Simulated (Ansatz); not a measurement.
# One crystal, many levels of theory: CS2NF5 (P-1), part 3 of 3

Wanted: a ladder of band gaps for CS2NF5 (P-1), from density functionals to G0W0.

Ansatz 0.2.0; density functionals, hybrids and G0W0, plane waves, PAW. Known limits of the many-body steps: finite bands, screening cutoff and k mesh; no spin-orbit coupling in G0W0.

So far. Step 10 (G0W0@HSE06, 4×2×2 mesh, 1064 empty bands, screening to …): Over all 12 irreducible mesh points the G0W0 gap is 7.242 eV, from k = (0.000, -0.500, 0.000) to k = (0.000, -0.500, -0.500). The HSE06 gap of this run on the mesh is 4.268 eV. The two states that bound the G0W0 gap lie that far apart at the start, so the correction of the gap is 7.242 − 4.268 = +2.974 eV.

In doubt: masses and optical values from hybrid runs of this build are listed as unsure (step 10), which bears on the screening that GW takes from such a start.

## (12) Gap and time by level

Each gap is the least one over the points named; times are wall times on shared hosts, not benchmarks. A G0W0 time includes the run's own self-consistent start. Runs with listed points see these and the mesh alone, so an edge that moves elsewhere is missed. Rows marked * are further runs, not shown as steps, whose inputs differ from the G0W0 step on the same start in the columns given; solver thresholds can differ too.

| level | mesh | files, cutoff | bands summed, screening | points | gap (eV) | valence top | conduction bottom | least direct gap (eV) | time |
| --- | --- | --- | --- | --- | --- | --- | --- | --- | --- |
| LDA | 6×4×4 | soft_1 PAW, 420 eV | - | mesh and listed points | 2.754 | (0.000, -0.500, 0.250) | (0.167, 0.250, 0.250) | 2.808 | 26 s |
| PBEsol | 6×4×4 | soft_1 PAW, 420 eV | - | mesh and listed points | 2.868 | (0.000, -0.500, 0.250) | (0.167, 0.250, 0.250) | 2.918 | 24 s |
| PBE | 6×4×4 | soft_1 PAW, 420 eV | - | mesh and path | 2.871 | (0.000, -0.500, 0.250) | (0.167, 0.250, 0.250) | 2.921 | 24 s |
| r2SCAN | 6×4×4 | soft_1 PAW, 500 eV | - | mesh and listed points | 3.294 | (0.000, -0.500, 0.250) | (0.167, 0.250, 0.250) | 3.345 | 14 s |
| HSE06 | 4×2×2 | soft_1 PAW, 420 eV | - | mesh and listed points | 4.209 | (0.000, -0.500, 0.250) | (0.167, 0.250, 0.250) | 4.263 | 64 s |
| PBE0 | 4×2×2 | soft_1 PAW, 420 eV | - | mesh and listed points | 4.971 | (0.000, -0.500, 0.250) | (0.167, 0.250, 0.250) | 5.027 | 65 s |
| DDH-PBE0 | 4×2×2 | soft_1 PAW, 420 eV | - | mesh and listed points | 6.518 | (0.000, -0.500, 0.250) | (0.167, 0.250, 0.250) | 6.576 | 1.7 min |
| G0W0@PBE* | 4×2×2 | soft_1 PAW, 420 eV | 230, 42 eV | all 12 irreducible mesh points | 6.625 | (0.000, -0.500, 0.000) | (0.000, -0.500, -0.500) | 6.639 | 18 s |
| G0W0@PBE* | 4×2×2 | soft_1 PAW, 420 eV | 550, 84 eV | all 12 irreducible mesh points | 6.650 | (0.000, -0.500, 0.000) | (0.000, -0.500, -0.500) | 6.662 | 44 s |
| G0W0@PBE | 4×2×2 | soft_1 PAW, 420 eV | 1120, 140 eV | all 12 irreducible mesh points | 6.654 | (0.000, -0.500, 0.000) | (0.000, -0.500, -0.500) | 6.666 | 1.8 min |
| G0W0@PBE* | 2×2×2 | soft_1 PAW, 420 eV | 550, 84 eV | all 8 irreducible mesh points | 6.670 | (0.000, -0.500, 0.000) | (0.000, -0.500, -0.500) | 6.682 | 33 s |
| G0W0@HSE06 | 4×2×2 | soft_1 PAW, 420 eV | 1120, 140 eV | all 12 irreducible mesh points | 7.242 | (0.000, -0.500, 0.000) | (0.000, -0.500, -0.500) | 7.258 | 5.6 min |
| G0W0@PBEsol | 4×2×2 | soft_1 PAW, 420 eV | 1120, 140 eV | all 12 irreducible mesh points | 6.628 | (0.000, -0.500, 0.000) | (0.000, -0.500, -0.500) | 6.641 | 87 s |

## (13) Summary of results

```
LDA, over mesh and listed points                                  : 2.754 eV
PBEsol, over mesh and listed points                               : 2.868 eV
PBE, over mesh and path                                           : 2.871 eV
r2SCAN, over mesh and listed points                               : 3.294 eV
HSE06, over mesh and listed points                                : 4.209 eV
PBE0, over mesh and listed points                                 : 4.971 eV
DDH-PBE0, over mesh and listed points                             : 6.518 eV
G0W0@PBE (1120 bands, 4×2×2), over all 12 irreducible mesh points : 6.654 eV
G0W0@HSE06, over all 12 irreducible mesh points                   : 7.242 eV
G0W0@PBEsol, over all 12 irreducible mesh points                  : 6.628 eV
known limits                                                      : finite bands, screening cutoff and k mesh; no spin-orbit coupling in G0W0
```

In words: The rows run from 2.754 eV (LDA) to 7.242 eV (G0W0@HSE06). They differ in mesh, plane-wave cutoff, bands and screening cutoff of G0W0 and the points over which the gap was sought as well as in level, so only pairs that share these are like for like. PBEsol against LDA: 2.868 − 2.754 = +0.114 eV, with the same mesh, files and cutoff, and both edges at the same k points. PBE against PBEsol: 2.871 − 2.868 = +0.003 eV, with the same mesh, files and cutoff, and both edges at the same k points. PBE0 against HSE06: 4.971 − 4.209 = +0.762 eV, with the same mesh, files and cutoff, and both edges at the same k points. DDH-PBE0 against PBE0: 6.518 − 4.971 = +1.547 eV, with the same mesh, files and cutoff, and both edges at the same k points. G0W0@HSE06 against G0W0@PBE with 1120 bands: 7.242 − 6.654 = +0.588 eV, with the same mesh, files and cutoffs, and both edges at the same k points. G0W0@PBEsol against G0W0@HSE06 with 1120 bands: 6.628 − 7.242 = −0.614 eV, with the same mesh, files and cutoffs, and both edges at the same k points. The dielectric-dependent hybrid took 0.430 of exact exchange, against 0.25 in PBE0. G0W0@PBE (1120 bands, 4×2×2) moves the gap of its own start on the mesh by 6.654 − 2.921 = +3.733 eV, between the same two levels. Over mesh and path, PBE puts the valence top at k = (0.000, -0.500, 0.250) and conduction bottom at k = (0.167, 0.250, 0.250), where no G0W0 correction was computed. The G0W0 gap over the whole zone is therefore not known from this run; at its settings it can only be equal to or under the 6.654 eV found, and no correction is carried over from another point. For the start itself the gap is 2.871 eV over mesh and path and 2.921 eV on the mesh of the G0W0 run, in runs that differ in mesh (6×4×4 and 4×2×2). G0W0@HSE06 moves the gap of its own start on the mesh by 7.242 − 4.268 = +2.974 eV, between the same two levels. Over mesh and listed points, HSE06 puts the valence top at k = (0.000, -0.500, 0.250) and conduction bottom at k = (0.167, 0.250, 0.250), where no G0W0 correction was computed. The G0W0 gap over the whole zone is therefore not known from this run; at its settings it can only be equal to or under the 7.242 eV found, and no correction is carried over from another point. For the start itself the gap is 4.209 eV over mesh and listed points and 4.268 eV on the mesh of the G0W0 run. G0W0@PBEsol moves the gap of its own start on the mesh by 6.628 − 2.920 = +3.708 eV, between the same two levels. Over mesh and listed points, PBEsol puts the valence top at k = (0.000, -0.500, 0.250) and conduction bottom at k = (0.167, 0.250, 0.250), where no G0W0 correction was computed. The G0W0 gap over the whole zone is therefore not known from this run; at its settings it can only be equal to or under the 6.628 eV found, and no correction is carried over from another point. For the start itself the gap is 2.868 eV over mesh and listed points and 2.920 eV on the mesh of the G0W0 run, in runs that differ in mesh (6×4×4 and 4×2×2). For G0W0@PBE: from 230 bands and 42 eV to 1120 bands and 140 eV the gap moves by 6.654 − 6.625 = +0.029 eV (rung by rung 6.625, 6.650, 6.654 eV); bands and screening cutoff rise together, so their parts are not told apart. A line in one over the bands through the two highest rungs gives 6.654 + (6.654 − 6.650) × 550 / (1120 − 550) = 6.658 eV, and through the pair below 6.650 + (6.650 − 6.625) × 230 / (550 − 230) = 6.668 eV. The two agree within 0.03 eV and the same two states bound the gap in each rung, so 6.658 eV is taken as an estimate of the limit on this mesh. The other G0W0 rows are shown at one basis each (1120 bands), so their distance from the limit is not known here. With the 2×2×2 mesh in place of the 4×2×2 mesh and all else as in the G0W0@PBE row with 550 bands, the gap differs by 6.670 − 6.650 = +0.020 eV, and that of the start by 2.921 − 2.921 = +0.000 eV. The G0W0 runs are scalar-relativistic. G0W0@PBE runs of this series with other atomic data on the same mesh, not shown as steps, give 6.635 eV (hard PAW, 1050 eV, 1633 bands, screening to 182 eV); where bands and cutoffs differ too, the part of the files is not isolated.

[Paths, hosts, dates, memory and timing lines, banners, echoed tables and standing remarks are left out of the program output.]

[Logs are printed without paths, hosts, clocks, repeated set-up lines and the standing remarks that a program may print on its own settings, such as how far it seeks lower states.]

[Runs of the session that timed out or met a known fault of the program may be left out.]

[Cells called generated may have been cut or substituted from an entry of the Crystallography Open Database or the Materials Project.]

[Hosts, paths, dates, database ids (printed as entryN), source tags and the programs' standing remarks are cut or masked in the printed files.]

[Where an RPA ε∞ is given, it is that of the G0W0 mesh and is not shown converged in it. Names of k-points follow the symmetry that the program found, which can be lower than the space group named. Band edges on a path are those of the sampled points; other points can move an edge, and change direct to indirect where valleys lie close.]

[Hybrid gaps are those of their k-mesh and are not shown converged in it.]
